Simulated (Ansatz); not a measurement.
# GaAs wire along [111], 38 atoms a period, H-terminated: bands along the axis, part 2 of 2

Aim: is the GaAs wire along [111], 38 atoms a period, H-terminated a metal or a semiconductor?

Ansatz 0.2.0; DFT PBE, plane waves, PAW; relaxation of a wire's period; PAW set soft_1 (the session's first sound run).

So far. Step 2 (Relaxing the period): The cell's length comes to 9.965 Å with spin left out.

### 3. Bands of the perfect wire

This step: DFT PBE, plane waves, PAW; bands of a perfect wire; PAW set soft_1 (Ansatz 0.2.0).

At the relaxed period the bands are computed along the axis; those that cross an energy going forward count the channels that a perfect wire would open there.

The input, input.yaml:

```yaml
crystal:
  lattice:
    - [17.512, 0.0, 0.0]
    - [0.0, 19.141, 0.0]
    - [0.0, 0.0, 9.965035071]
  atoms:
    - { symbol: Ga, position: [0.264194467, 0.502358433, 0.995347901] }
    - { symbol: Ga, position: [0.380559591, 0.686766585, 0.995353282] }
    - { symbol: Ga, position: [0.5, 0.500731112, 0.002576587] }
    - { symbol: Ga, position: [0.619440409, 0.686766585, 0.995353282] }
    - { symbol: As, position: [0.275087431, 0.504055615, 0.246229131] }
    - { symbol: As, position: [0.390679747, 0.320867929, 0.246231686] }
    - { symbol: As, position: [0.384398475, 0.677289881, 0.246230533] }
    - { symbol: As, position: [0.5, 0.500737383, 0.253635175] }
    - { symbol: As, position: [0.609320253, 0.320867929, 0.246231686] }
    - { symbol: As, position: [0.615601525, 0.677289881, 0.246230533] }
    - { symbol: As, position: [0.724912569, 0.504055615, 0.246229131] }
    - { symbol: H, position: [0.188240439, 0.665397119, 0.282145659] }
    - { symbol: H, position: [0.5, 0.171395398, 0.282080752] }
    - { symbol: H, position: [0.811759561, 0.665397119, 0.282145659] }
    - { symbol: H, position: [0.204534975, 0.467082866, 0.300660771] }
    - { symbol: H, position: [0.32041036, 0.283447951, 0.300665006] }
    - { symbol: H, position: [0.384118854, 0.751677576, 0.30064904] }
    - { symbol: H, position: [0.615881146, 0.751677576, 0.30064904] }
    - { symbol: H, position: [0.67958964, 0.283447951, 0.300665006] }
    - { symbol: H, position: [0.795465025, 0.467082866, 0.300660771] }
    - { symbol: Ga, position: [0.262344473, 0.626275876, 0.325900184] }
    - { symbol: Ga, position: [0.386086405, 0.440566778, 0.34379285] }
    - { symbol: Ga, position: [0.5, 0.621087626, 0.343783727] }
    - { symbol: Ga, position: [0.5, 0.249670038, 0.325896417] }
    - { symbol: Ga, position: [0.613913595, 0.440566778, 0.34379285] }
    - { symbol: Ga, position: [0.737655527, 0.626275876, 0.325900184] }
    - { symbol: As, position: [0.275738386, 0.619188928, 0.575936971] }
    - { symbol: As, position: [0.381089161, 0.437917807, 0.591299134] }
    - { symbol: As, position: [0.5, 0.626360644, 0.591295788] }
    - { symbol: As, position: [0.5, 0.263798139, 0.575927001] }
    - { symbol: As, position: [0.618910839, 0.437917807, 0.591299134] }
    - { symbol: As, position: [0.724261614, 0.619188928, 0.575936971] }
    - { symbol: H, position: [0.192041828, 0.42134396, 0.615395468] }
    - { symbol: H, position: [0.270885166, 0.296405135, 0.615412266] }
    - { symbol: H, position: [0.421158267, 0.784436691, 0.615421773] }
    - { symbol: H, position: [0.578841733, 0.784436691, 0.615421773] }
    - { symbol: H, position: [0.729114834, 0.296405135, 0.615412266] }
    - { symbol: H, position: [0.807958172, 0.42134396, 0.615395468] }
    - { symbol: H, position: [0.203102529, 0.588616398, 0.634835867] }
    - { symbol: H, position: [0.268343597, 0.692022105, 0.634847787] }
    - { symbol: H, position: [0.43474716, 0.221518393, 0.634800612] }
    - { symbol: H, position: [0.56525284, 0.221518393, 0.634800612] }
    - { symbol: H, position: [0.731656403, 0.692022105, 0.634847787] }
    - { symbol: H, position: [0.796897471, 0.588616398, 0.634835867] }
    - { symbol: Ga, position: [0.260541598, 0.374238266, 0.660495958] }
    - { symbol: Ga, position: [0.389747475, 0.558973008, 0.676138038] }
    - { symbol: Ga, position: [0.5, 0.384247722, 0.676125087] }
    - { symbol: Ga, position: [0.5, 0.75371306, 0.660528541] }
    - { symbol: Ga, position: [0.610252525, 0.558973008, 0.676138038] }
    - { symbol: Ga, position: [0.739458402, 0.374238266, 0.660495958] }
    - { symbol: As, position: [0.274772443, 0.38175905, 0.910656335] }
    - { symbol: As, position: [0.383498695, 0.562273448, 0.923762057] }
    - { symbol: As, position: [0.5, 0.377645535, 0.923754333] }
    - { symbol: As, position: [0.5, 0.738687297, 0.910679592] }
    - { symbol: As, position: [0.616501305, 0.562273448, 0.923762057] }
    - { symbol: As, position: [0.725227557, 0.38175905, 0.910656335] }
    - { symbol: H, position: [0.190080667, 0.541624868, 0.949735046] }
    - { symbol: H, position: [0.306313156, 0.725823811, 0.949721722] }
    - { symbol: H, position: [0.383761963, 0.234712947, 0.949762265] }
    - { symbol: H, position: [0.616238037, 0.234712947, 0.949762265] }
    - { symbol: H, position: [0.693686844, 0.725823811, 0.949721722] }
    - { symbol: H, position: [0.809919333, 0.541624868, 0.949735046] }
    - { symbol: H, position: [0.204928573, 0.344864443, 0.968354996] }
    - { symbol: H, position: [0.5, 0.812469187, 0.968383341] }
    - { symbol: H, position: [0.795071427, 0.344864443, 0.968354996] }
    - { symbol: Ga, position: [0.383631525, 0.313079323, 0.995353835] }
    - { symbol: Ga, position: [0.616368475, 0.313079323, 0.995353835] }
    - { symbol: Ga, position: [0.735805533, 0.502358433, 0.995347901] }
kpoints:
  mp_grid: { grid: [1, 1, 9] }
  band_path: { path: ["Γ", Z], npoints: 90 }
scf:
  occupations: { method: fermi_dirac, width: 0.05 }
hamiltonian:
  xc: pbe
  pseudopotentials: { kind: paw, azcp: { folder: soft_1 } }
output:
  dos: { e_range: [-5, 4] }
  write_potential: true
  write_density: true
  volumetric_format: npy
```

On the command line:

```console
$ ansatz run input.yaml --threads 4 --pin off --max-ram 16384MiB --backend cpu --events-out ev --progress --plain --runs-dir out
```

Numbers of over 12 decimals in the logs are rounded to 6 here.

Output:

```text
[...]
Crystal: 68 atoms, lattice volume = 3340.252 Å³
Basis set: ecut = 420 eV, 65301 PW (Γ)
Bands: 349, of which v1, the nominal top of the filled ones, is band 281 counted from 1 (280 counted from 0)
Symmetry: 2 space group operations
[...]
k-points: 5 of 9 (time reversal used)
[...]
SCF iter   1: F=—  HF=-164633.096128 eV  |F-HF|=—  |Δ(HF+E_count)|=         —  Δρ=3.23e-2  dr2=3.19e1  ethr=3.10e-3  ⟨swp⟩=6.2  Hψ=7136  notcnv=0  defer=94
[...]
SCF iter  11: F=-164623.789234 eV  HF=-164623.789234 eV  |F-HF|=5.24e-10  |Δ(HF+E_count)|=   3.83e-7  Δρ=7.91e-7  dr2=4.79e-8  ethr=1.78e-11  ⟨swp⟩=12.8  Hψ=8778  notcnv=0
SCF 1 converged in 11 iterations: F = -164623.789234 eV  dr2 = 4.79e-8
[...]
NSCF: frozen V_eff on 91 k-points
WARN: pass on a band path, mesh or list of k-points: the 91 k-points are solved 2 at a time at the most, because the 14.40 GiB of host memory that the pass is priced against does not hold them all with the solver's workspace as planned. The pass can take longer, above all where fewer k-points are solved at a time than the run has threads. As a rule a larger memory budget leaves room for more at once. The budget is what a run with no `--max-ram-frac` typed is planned for, 0.8 of the host's memory or its container's limit. More memory there lifts it, and so does a share over 0.88 that is typed (of such a share the budget is ten elevenths): [rest of the remark cut]
WARN: The output density's exchange-correlation potential varies sharply where the density is thin. Do not read a vacuum level from v_tot or v_xc, or from such a field of the output density. On a cell that repeats whose density bears no net charge and no dipole along the vacuum's axis use v_es (v_loc + v_h of the components); under efield.dipole_correction with no amplitude use v_es + v_field, which holds any externa [...]
SCF converged after 11 iterations
Free energy (F): -164623.789234 eV
[...]
Internal energy: -164623.789234 eV  (E = F + TS)
E sigma→0 (E₀):  -164623.789234 eV
Fermi energy:    -0.713045 eV
[...]
--- Band table (eV; the first three rows and the last of 5) ---
  k-point 0: bands = [... 277 lower, -2.4343, -2.2913, -2.2911, -1.8734, 0.5076, 0.7008, 0.9193, 0.9209, ... 64 higher]
  k-point 1: bands = [... 277 lower, -2.4493, -2.2860, -2.2857, -1.9587, 0.5385, 0.7349, 0.8650, 0.8673, ... 64 higher]
  k-point 2: bands = [... 277 lower, -2.4897, -2.2904, -2.2900, -2.1901, 0.6154, 0.7533, 0.7554, 0.7668, ... 64 higher]
  k-point 4: bands = [... 277 lower, -2.4862, -2.4858, -2.3661, -2.3656, 0.5239, 0.6350, 0.6362, 0.8948, ... 64 higher]
```

Run time: 1.7 h. Hardware: 4 threads of Arm Neoverse V1, shared host; peak memory 13 GiB.

Numbers from this step:

```
band gap : 2.381 eV
```

Electronic bands along the path, in eV, zero at the Fermi level; v1 is the highest filled band, c1 the lowest empty one:

```tsv
point	v4	v3	v2	v1	c1	c2	c3	c4
Γ	-1.72	-1.58	-1.58	-1.16	1.22	1.41	1.63	1.63
halfway	-1.79	-1.58	-1.58	-1.55	1.35	1.44	1.44	1.47
Z	-1.76	-1.76	-1.66	-1.66	1.22	1.34	1.35	1.63
```

The gap is 2.38 eV, with spin left out.

On this path the gap is direct, 2.38 eV, with the valence top at Γ and the conduction bottom at Γ.

### 4. Another level of theory

This step: DFT r2SCAN, plane waves, PAW; bands of a perfect wire at the PBE geometry; PAW set soft_1 (Ansatz 0.2.0).

The atoms stay at the PBE geometry and the functional changes. r2SCAN also reads the kinetic-energy density; it often gives larger moments and wider gaps than PBE, at a higher cost.

input.yaml, as its differences from that of step 3:

```diff
@@ -75,3 +75,3 @@
 kpoints:
-  mp_grid: { grid: [1, 1, 9] }
+  mp_grid: { grid: [1, 1, 7] }
   band_path: { path: ["Γ", Z], npoints: 90 }
@@ -80,8 +80,3 @@
 hamiltonian:
-  xc: pbe
+  xc: r2scan
   pseudopotentials: { kind: paw, azcp: { folder: soft_1 } }
-output:
-  dos: { e_range: [-5, 4] }
-  write_potential: true
-  write_density: true
-  volumetric_format: npy
```

Output:

```text
Engine: ansatz 0.2.0, aarch64-unknown-linux-gnu
Pseudopotentials: kind: paw
Pseudopotential: Ga, paw, valence charge 13, recommended cutoff 500 eV (meta_gga), soft_1/Ga.paw.azcp
Pseudopotential: As, paw, valence charge 15, recommended cutoff 500 eV (meta_gga), soft_1/As.paw.azcp
Pseudopotential: H, paw, valence charge 1, recommended cutoff 500 eV (meta_gga), soft_1/H.paw.azcp
Functional definition: r2SCAN
  parameter k0 = 0.174
  parameter k1 = 0.065
  parameter a1 = 4.9479
  exchange = r2scan_x(k0 = k0, k1 = k1, a1 = a1)
  correlation = r2scan_c
Crystal: 68 atoms, lattice volume = 3340.252 Å³
Basis set: ecut = 500 eV, 84799 PW (Γ), exchange–correlation on 512×576×300 points (64 copies of the dense FFT grid, shifted against one another)
Bands: 349, of which v1, the nominal top of the filled ones, is band 281 counted from 1 (280 counted from 0)
Symmetry: 2 space group operations
Space group: Pm (ITA 6), of the structure as read, at distance tolerance 1.5e-4 Å
k-points: 4 of 7 (time reversal used)
Non-local potential: Ga, projectors of the file, l = 0: 2, l = 1: 2, l = 2: 3, l = 3: 1
Non-local potential: As, projectors of the file, l = 0: 2, l = 1: 2, l = 2: 3, l = 3: 1
Non-local potential: H, projectors of the file, l = 0: 2, l = 1: 1
PAW form: soft (Blöchl's): semilocal exchange-correlation on the pseudo side does not see the compensation charge
PAW frozen core: Ga, regenerated for the run's functional (the file was generated under x = pbe(κ = 0.804, μ = 0.219515), c = pbe(β = 0.066725))
PAW frozen core: As, regenerated for the run's functional (the file was generated under x = pbe(κ = 0.804, μ = 0.219515), c = pbe(β = 0.066725))
PAW one-centre angular grid: Ga, 590 points (default); XC on 160 Gauss nodes
PAW one-centre angular grid: As, 590 points (default); XC on 160 Gauss nodes
PAW one-centre angular grid: H, 302 points (default); XC on 160 Gauss nodes
Initial density: superposition of atomic densities (neutral atoms: chi_scale 0, normalization atom)
Initial wavefunctions: pseudopotential atomic-orbital guess
Functional: x = r2scan, c = r2scan; τ floored in thin density (d = 2e-4 eV/Å³)
SCF iter   1: F=—  HF=-164932.279320 eV  |F-HF|=—  |Δ(HF+E_count)|=         —  Δρ=3.22e-2  dr2=3.02e1  dr2_τ=2.74e-1  ethr=3.10e-3  ⟨swp⟩=6.0  Hψ=5429  notcnv=0  defer=100
preconditioner: auto → Resta (q_TF=auto, 2.027 Å⁻¹)  ε∞=1.7  [insulator: Δε(μ)=2.744 eV  Ē_g=14.563 eV  σ=0.050 eV  W_gap=1.00  n_scr=468 (ndim 8)  ℏωp=12.4 eV  f_vac=0.596  D(μ)=0.00/eV (n_scr^D=0)  ε∞_Penn≈1.7  vacuum switching on, ρ_ref=1.5e-2 e/Å³]
SCF iter   2: F=—  HF=-164927.369386 eV  |F-HF|=—  |Δ(HF+E_count)|=    4.91e0  Δρ=1.58e-2  dr2=6.55e0  dr2_τ=6.87e-2  ethr=3.10e-3  ⟨swp⟩=3.0  Hψ=1943  notcnv=0  defer=252
SCF iter   3: F=—  HF=-164927.247523 eV  |F-HF|=—  |Δ(HF+E_count)|=   1.22e-1  Δρ=2.88e-3  dr2=9.28e-1  dr2_τ=5.57e-3  ethr=1.16e-3  ⟨swp⟩=4.8  Hψ=2253  notcnv=0  defer=252
SCF iter   4: F=—  HF=-164927.016296 eV  |F-HF|=—  |Δ(HF+E_count)|=   2.31e-1  Δρ=1.28e-3  dr2=9.33e-2  dr2_τ=1.47e-3  ethr=1.65e-4  ⟨swp⟩=3.2  Hψ=2574  notcnv=0  defer=248
SCF iter   5: F=—  HF=-164927.026806 eV  |F-HF|=—  |Δ(HF+E_count)|=   1.05e-2  Δρ=4.88e-4  dr2=1.39e-2  dr2_τ=2.35e-4  ethr=1.66e-5  ⟨swp⟩=2.8  Hψ=2062  notcnv=0  defer=248
SCF iter   6: F=—  HF=-164927.029092 eV  |F-HF|=—  |Δ(HF+E_count)|=   2.29e-3  Δρ=1.66e-4  dr2=6.92e-4  dr2_τ=3.16e-5  ethr=2.47e-6  ⟨swp⟩=2.0  Hψ=2056  notcnv=0  defer=248
SCF iter   7: F=—  HF=-164927.030388 eV  |F-HF|=—  |Δ(HF+E_count)|=   1.30e-3  Δρ=6.40e-5  dr2=1.61e-4  dr2_τ=4.87e-6  ethr=1.23e-7  ⟨swp⟩=2.0  Hψ=2068  notcnv=0  defer=248
SCF iter   8: F=—  HF=-164927.030633 eV  |F-HF|=—  |Δ(HF+E_count)|=   2.45e-4  Δρ=1.72e-5  dr2=1.11e-5  dr2_τ=3.64e-7  ethr=2.86e-8  ⟨swp⟩=2.0  Hψ=2060  notcnv=0  defer=248
SCF iter   9: F=—  HF=-164927.030374 eV  |F-HF|=—  |Δ(HF+E_count)|=   2.59e-4  Δρ=8.20e-6  dr2=2.78e-6  dr2_τ=2.80e-8  ethr=1.97e-9  ⟨swp⟩=2.0  Hψ=2140  notcnv=0  defer=248
SCF iter  10: F=—  HF=-164927.030375 eV  |F-HF|=—  |Δ(HF+E_count)|=   1.01e-6  Δρ=2.08e-6  dr2=1.38e-7  dr2_τ=2.64e-9  ethr=4.95e-10  ⟨swp⟩=2.0  Hψ=1988  notcnv=0  defer=248
SCF iter  11: F=-164927.030375 eV  HF=-164927.030375 eV  |F-HF|=1.83e-8  |Δ(HF+E_count)|=   2.87e-7  Δρ=5.47e-7  dr2=9.61e-9  dr2_τ=2.22e-10  ethr=1.78e-11  ⟨swp⟩=13.8  Hψ=7020  notcnv=0
SCF 1 converged in 11 iterations: F = -164927.030375 eV  dr2 = 9.61e-9
[...]
NSCF: frozen V_eff on 91 k-points
WARN: pass on a band path, mesh or list of k-points: the 91 k-points are solved 3 at a time at the most, because the 14.40 GiB of host memory that the pass is priced against does not hold them all with the solver's workspace as planned. The pass can take longer, above all where fewer k-points are solved at a time than the run has threads. As a rule a larger memory budget leaves room for more at once. The budget is what a run with no `--max-ram-frac` typed is planned for, 0.8 of the host's memory or its container's limit. More memory there lifts it, and so does a share over 0.88 that is typed (of such a share the budget is ten elevenths): [rest of the remark cut]
```

The job ended after 90 min (4 threads; peak memory 12 GiB).

The run was cut off at the time limit after its SCF cycle had converged; no result of it is taken.

### 5. Outcome

- cell length, PBE: 9.965 Å
- gap, PBE: 2.38 eV

What this shows: Under PBE the cell's length is 9.97 Å, and a gap of 2.38 eV makes it a semiconductor. Plain hydrogen on a compound's surface is a simple closure: it may leave surface states, and facets that end in unlike atoms put a field across the wire, both of which shrink the gap.

[Logs are printed without paths, hosts, clocks, repeated set-up lines and the standing remarks that a program may print on its own settings, such as how far it seeks lower states.]

[Hosts, paths, dates, database ids (printed as entryN), source tags and the programs' standing remarks are cut or masked in the printed files.]
